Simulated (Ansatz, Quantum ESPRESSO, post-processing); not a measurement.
# Screening and band shifts of 1T-IrSTe, 1 layer, part 5 of 6

Aim: how 1T-IrSTe, 1 layer screens a field along its normal, and what the field does to its bands.

Quantum ESPRESSO 7.5; plane-wave DFT, PBE, GBRV ultrasoft pseudopotentials; geometry and cross-check by Ansatz 0.2.0 with PAW datasets.

So far. Step 12 (Electrostatic potential): The slope in the vacuum is 0.300 eV/Å for an applied 0.30 V/Å, as it should be. Step 13 (Bands along a path: field 0.3 V/Å): Upper empty bands that drop with the field can be states of the vacuum, held by the sawtooth; they depend on the cell's width.

## 14. Valence density

plot_num = 0 writes the valence density.

Input file f0.rho.in:

```
&inputpp
  prefix = 'f0'
  outdir = './out'
  filplot = 'f0.rho.dat'
  plot_num = 0
/
```

The run is started by

```console
$ OMP_NUM_THREADS=1 mpirun -n 4 pp.x -in f0.rho.in > f0.rho.out
```

Numbers of over 12 decimals in the logs are rounded to 6 here.

Output:

```text
[banner, memory and clock lines left out]
Program POST-PROC v.7.5 starts

          URL

     ./out/f0.save/

     IMPORTANT: XC functional enforced from input :
     Exchange-correlation= PBE
                           (   1   4   3   4   0   0   0)
     Any further DFT definition will be discarded
     Please, verify this is what you really want

     negative rho (up, down):  3.188E-01 0.000E+00

     Adding external electric field

     Computed dipole along edir(3) :
        Dipole               -0.0891 Ry au,         -0.2265 Debye
        Dipole field         -0.0008 Ry au,

        Potential amp.        0.0542 Ry
        Total length         35.8865 bohr

     Calling punch_plot, plot_num =   0
     Writing data to file  f0.rho.dat
     Message from routine chdens:
     namelist plot not found or invalid, exiting
```

Run time: 1.8 s. Hardware: 4 MPI ranks of AMD EPYC 9R14 (Zen 4), shared host; peak memory 0.12 GiB; 5.9 s of CPU time.

Numbers from this step:

* electrons by integration: 27.00 e

Mean over planes. Table of valence density, planar mean by z:

```
z (Å)  valence density, planar mean (e/Å³)
  4.5                               5.3e-5
  5.0                               2.1e-4
  5.5                               8.2e-4
  6.0                              0.00334
  6.5                               0.0134
  7.0                               0.0524
  7.5                                0.159
  8.0                                0.232
  8.5                                0.253
  9.0                                0.300
  9.5                                0.459
 10.0                                 1.05
 10.5                                 1.13
 11.0                                0.595
 11.5                                0.373
 12.0                                0.221
 12.5                               0.0579
 13.0                               0.0118
 13.5                              0.00236
 14.0                               4.9e-4
 14.5                               1.0e-4
```

Valence density in the ca plane at fractional y = 0.000, with atoms of Ir within 0.2 Å of it. It is the smooth field of the valence electrons, not physical close to the nuclei.

Values in units of 1e0 e/Å³, 5 rows by 16 columns, each cell a mean:
```
0.0 0.0 0.0 0.0 0.0 0.0 0.1 0.2 2.5 3.1 0.3 0.0 0.0 0.0 0.0 0.0
0.0 0.0 0.0 0.0 0.0 0.0 0.2 0.3 0.4 0.5 0.2 0.0 0.0 0.0 0.0 0.0
0.0 0.0 0.0 0.0 0.0 0.0 0.2 0.4 0.2 0.3 0.3 0.1 0.0 0.0 0.0 0.0
0.0 0.0 0.0 0.0 0.0 0.0 0.1 0.3 0.7 1.0 0.2 0.0 0.0 0.0 0.0 0.0
0.0 0.0 0.0 0.0 0.0 0.0 0.1 0.2 2.7 2.3 0.3 0.0 0.0 0.0 0.0 0.0
```
Columns run along c (16.0 Å, from fractional 0.07 to 0.88 of the cell), rows up along a (3.6 Å). Atoms in or near the plane, at fractional coordinates: Ir at (0.52, 0.00).

The density integrates to 27.000 electrons, as the 27 of the input ask.

## 15. Valence density

Input file f2.rho.in:

```
&inputpp
  prefix = 'f2'
  outdir = './out'
  filplot = 'f2.rho.dat'
  plot_num = 0
/
```

The run is started by

```console
$ OMP_NUM_THREADS=1 mpirun -n 4 pp.x -in f2.rho.in > f2.rho.out
```

The job ended after 1.8 s (4 MPI ranks; peak memory 0.12 GiB; 5.9 s of CPU time).

## 16. Charge moved by a field of 0.2 V/Å

This step gave:

| Property | Result |
| --- | --- |
| largest charge moved across a plane | 0.001144 e/Å² |
| dipole step | -1.054 eV |

The planar mean oscillates, so the rows of the table below give means over windows of 1 Å about each position, cut where the curve ends. Its maxima inside the range that stand out by 2 % of the span (Å: e/Å³): 7.1: 6.8e-4, 9.9: 7.7e-6, 10.6: 1.4e-5. Its minima: 9.6: -1.1e-4, 10.2: -1.4e-4, 12.2: -7.4e-4.

Table of planar mean by z; means over each step:

z (Å), planar mean (e/Å³) and a bar from the least value:
```
        2    0.00000 ###############
        3    0.00000 ###############
        4    0.00000 ###############
        5    0.00004 ###############
        6    0.00021 ####################
        7    0.00059 ##############################
        8    0.00024 #####################
        9    0.00004 ################
       10   -0.00007 #############
       11   -0.00010 ############
       12   -0.00055 
       13   -0.00034 ######
       14   -0.00005 #############
       15   -0.00001 ##############
       16    0.00000 ###############
       17    0.00000 ###############
```

The running integral, electrons below z by z:

| z (Å) | running integral, electrons below z (e/Å²) |
| --- | --- |
| 2.5 | 9.3e-8 |
| 3.0 | 2.7e-7 |
| 3.5 | 7.7e-7 |
| 4.0 | 2.2e-6 |
| 4.5 | 6.3e-6 |
| 5.0 | 1.7e-5 |
| 5.5 | 4.6e-5 |
| 6.0 | 1.2e-4 |
| 6.5 | 2.7e-4 |
| 7.0 | 5.6e-4 |
| 7.5 | 8.7e-4 |
| 8.0 | 0.00101 |
| 8.5 | 0.00109 |
| 9.0 | 0.00114 |
| 9.5 | 0.00112 |
| 10.0 | 0.00110 |
| 10.5 | 0.00105 |
| 11.0 | 0.00103 |
| 11.5 | 9.4e-4 |
| 12.0 | 7.1e-4 |
| 12.5 | 3.6e-4 |
| 13.0 | 1.4e-4 |
| 13.5 | 4.9e-5 |
| 14.0 | 1.6e-5 |
| 14.5 | 5.0e-6 |
| 15.0 | 1.5e-6 |
| 15.5 | 4.6e-7 |
| 16.0 | 1.4e-7 |
| 16.5 | 4.3e-8 |

## 17. Polarisability from the dipole between 0 and 0.1 V/A

This step gave:

| Property | Result |
| --- | --- |
| change of slope in the vacuum | 0.10000 eV/Å |
| polarisability a cell | 4.662 Å³ |
| sheet polarisability 4πα/A | 5.274 Å |

Change of the potential energy, second field less first against z:

| z (Å) | change of the potential energy, second field less first (eV) |
| --- | --- |
| 0.0 | -0.336 |
| 0.5 | -0.649 |
| 1.0 | -0.599 |
| 1.5 | -0.549 |
| 2.0 | -0.499 |
| 2.5 | -0.449 |
| 3.0 | -0.399 |
| 3.5 | -0.349 |
| 4.0 | -0.299 |
| 4.5 | -0.249 |
| 5.0 | -0.200 |
| 5.5 | -0.151 |
| 6.0 | -0.104 |
| 6.5 | -0.0612 |
| 7.0 | -0.0280 |
| 7.5 | -0.00873 |
| 8.0 | -9.2e-4 |
| 8.5 | 0.00207 |
| 9.0 | 0.00176 |
| 9.5 | 1.4e-4 |
| 10.0 | 0 |
| 10.5 | 0.00124 |
| 11.0 | 0.00366 |
| 11.5 | 0.00860 |
| 12.0 | 0.0191 |
| 12.5 | 0.0429 |
| 13.0 | 0.0808 |
| 13.5 | 0.126 |
| 14.0 | 0.175 |
| 14.5 | 0.224 |
| 15.0 | 0.274 |
| 15.5 | 0.324 |
| 16.0 | 0.374 |
| 16.5 | 0.424 |
| 17.0 | 0.474 |
| 17.5 | 0.524 |
| 18.0 | 0.574 |
| 18.5 | 0.624 |
| 19.0 | 0.674 |
| 19.5 | 0.152 |

## 18. Dipole against field

The dipole along the normal, dipole moment by applied field:

```
applied field (V/Å)  dipole along the normal, dipole moment (e·Å)
              0.000                                       -0.0472
              0.100                                       -0.0148
              0.200                                        0.0175
              0.300                                        0.0499
```

## 19. Cross-check with Ansatz: field 0.1 V/Å

As a check, the same structure is run in Ansatz.

Level of this step: plane-wave DFT, PBE, Ansatz PAW (Ansatz 0.2.0).

Input file input.yaml:

```yaml
crystal:
  lattice:
    - [3.5814941099, 0.0, 0.0]
    - [-1.790747055, 3.1016648827, 0.0]
    - [0.0, 0.0, 19.7816086487]
  atoms:
    - { symbol: Te, position: [0.6666666667, 0.3333333333, 0.4255097233] }
    - { symbol: Ir, position: [0.0, 0.0, 0.517032946] }
    - { symbol: S, position: [0.3333333333, 0.6666666667, 0.5724745883] }
kpoints:
  mp_grid: { grid: [12, 12, 1] }
hamiltonian:
  xc: pbe
scf:
  occupations: { method: fermi_dirac, width: 0.054 }
  convergence: { dr2_threshold: 1.0e-09 }
efield:
  axis: 3
  dipole_correction: true
  ramp_position: 0.97
  ramp_width: 0.04
  amplitude: 0.1
output:
  write_potential: true
  write_density: true
  volumetric_format: npy
```

The run is started by

```console
$ ansatz run input.yaml --threads 4 --pin off --max-ram 8192MiB --backend cpu --events-out ev --progress --plain --runs-dir out
```

Output:

```text
[...]
Crystal: 3 atoms, lattice volume = 219.746 Å³
Basis set: ecut = 420 eV, 4213 PW (Γ)
Bands: 24, of which v1, the nominal top of the filled ones, is band 20 counted from 1 (19 counted from 0)
Symmetry: 6 space group operations
[...]
k-points: 19 of 144 (time reversal used)
[...]
SCF iter   1: F=—  HF=-19818.264316 eV  |F-HF|=—  |Δ(HF+E_count)|=         —  Δρ=2.62e-2  dr2=4.34e0  ethr=3.10e-3  p=0.033 e·Å  D=2.68e-2 V/Å  ΔV_dip=-0.53 eV  dr2_dipole=6.27e-1  V_vac-E_F(+/−)=6.43/5.14 eV  ⟨swp⟩=9.9  Hψ=2647  notcnv=0
[...]
SCF iter  10: F=-19817.774422 eV  HF=-19817.774422 eV  |F-HF|=3.42e-10  |Δ(HF+E_count)|=   1.73e-9  Δρ=3.45e-7  dr2=2.35e-10  ethr=2.56e-12  p=-0.016 e·Å  D=-1.29e-2 V/Å  ΔV_dip=0.25 eV  dr2_dipole=6.56e-14  V_vac-E_F(+/−)=5.84/3.76 eV  ⟨swp⟩=6.0  Hψ=1461  notcnv=0
SCF 1 converged in 10 iterations: F = -19817.774422 eV  dr2 = 2.35e-10
[...]
WARN: The output density's exchange-correlation potential varies sharply where the density is thin. Do not read a vacuum level from v_tot or v_xc, or from such a field of the output density. On a cell that repeats whose density bears no net charge and no dipole along the vacuum's axis use v_es (v_loc + v_h of the components); under efield.dipole_correction with no amplitude use v_es + v_field, which holds any externa [...]
SCF converged after 10 iterations
Free energy (F): -19817.774422 eV
[...]
Internal energy: -19817.759819 eV  (E = F + TS)
E sigma→0 (E₀):  -19817.767120 eV
Entropy (-TS):   -0.014603 eV (-4.868 meV/atom)
Fermi energy:    0.199641 eV
Dipole field:    D = -0.012855 V/Å  (p = -0.015611 e·Å, saw-weighted, corrected)
Work function:   not extracted (applied field tilts the vacuum); planar V_es + V_field profile in the machine report
[...]
--- Band table (eV; the first three rows and the last of 19) ---
  k-point 0: bands = [... 16 lower, -2.3149, -0.0628, 0.5557, 0.5557, 3.3680, 3.3680, 3.5773, 4.5721]
  k-point 1: bands = [... 16 lower, -2.3766, -0.4603, 0.5709, 0.6579, 2.7705, 3.2038, 3.7445, 4.7995]
  k-point 2: bands = [... 16 lower, -2.3331, -0.9863, 0.5206, 0.5743, 1.9285, 2.8996, 4.1427, 5.2438]
  k-point 18: bands = [... 16 lower, -3.2150, -1.4521, -1.0175, -0.3713, 0.9356, 2.7356, 4.5705, 6.9273]
```

It took 3.4 s on 4 threads; peak memory 0.55 GiB.

This step gave:

| Property | Result |
| --- | --- |
| free energy | -19817.7744 eV |
| energy at zero smearing | -19817.7671 eV |
| smearing term TS | 0.01460 eV |
| Fermi energy | 0.1996 eV |
| dipole along the normal | -0.01561 e·Å |

At 0.1 V/Å Ansatz's dipole is -0.0156 e Å against -0.0148 from pw.x.

## 20. Cross-check with Ansatz: field -0.1 V/Å

input.yaml, as its differences from the input of step 19:

```diff
@@ -21,3 +21,3 @@
   ramp_width: 0.04
-  amplitude: 0.1
+  amplitude: -0.1
 output:
```

Output:

```text
[...]
Crystal: 3 atoms, lattice volume = 219.746 Å³
Basis set: ecut = 420 eV, 4213 PW (Γ)
Bands: 24, of which v1, the nominal top of the filled ones, is band 20 counted from 1 (19 counted from 0)
Symmetry: 6 space group operations
[...]
k-points: 19 of 144 (time reversal used)
[...]
--- Band table (eV; the first three rows and the last of 19) ---
  k-point 0: bands = [... 16 lower, -2.3101, -0.0787, 0.5594, 0.5594, 3.3736, 3.3736, 3.8121, 4.7766]
  k-point 1: bands = [... 16 lower, -2.3716, -0.4651, 0.5750, 0.6518, 2.7743, 3.2092, 4.0237, 4.8907]
  k-point 2: bands = [... 16 lower, -2.3093, -0.9821, 0.5255, 0.5689, 1.9284, 2.9048, 4.4723, 5.1958]
  k-point 18: bands = [... 16 lower, -3.2237, -1.4501, -1.0051, -0.3647, 0.9421, 2.7424, 4.6022, 7.0088]
[key lines of the parts left out:]
SCF converged after 10 iterations
Free energy (F): -19817.784004 eV
Fermi energy:    0.202257 eV
Dipole field:    D = -0.066028 V/Å  (p = -0.080184 e·Å, saw-weighted, corrected)
```

It took 2.2 s on 4 threads; peak memory 0.55 GiB.

This step gave:

```
free energy             : -19817.7840 eV
energy at zero smearing : -19817.7767 eV
smearing term TS        : 0.01461 eV
Fermi energy            : 0.2023 eV
dipole along the normal : -0.08018 e·Å
```

## 21. Dipole against field, Ansatz

Table of dipole along the normal, dipole moment by applied field:

```csv
applied field (V/Å),"dipole along the normal, dipole moment (e·Å)"
-0.1000,-0.0802
0.0000,-0.0479
0.1000,-0.0156
```

(Part 5 of 6 ends here.)

[Logs are printed without paths, hosts, clocks, repeated set-up lines and the standing remarks that a program may print on its own settings, such as how far it seeks lower states.]

[Hosts, paths, dates, database ids (printed as entryN), source tags and the programs' standing remarks are cut or masked in the printed files.]

[Maps of the electrostatic potential energy from Ansatz leave out the sawtooth potential of an applied field or a dipole correction, so their vacuum need not be flat; planar profiles and work functions include it.]
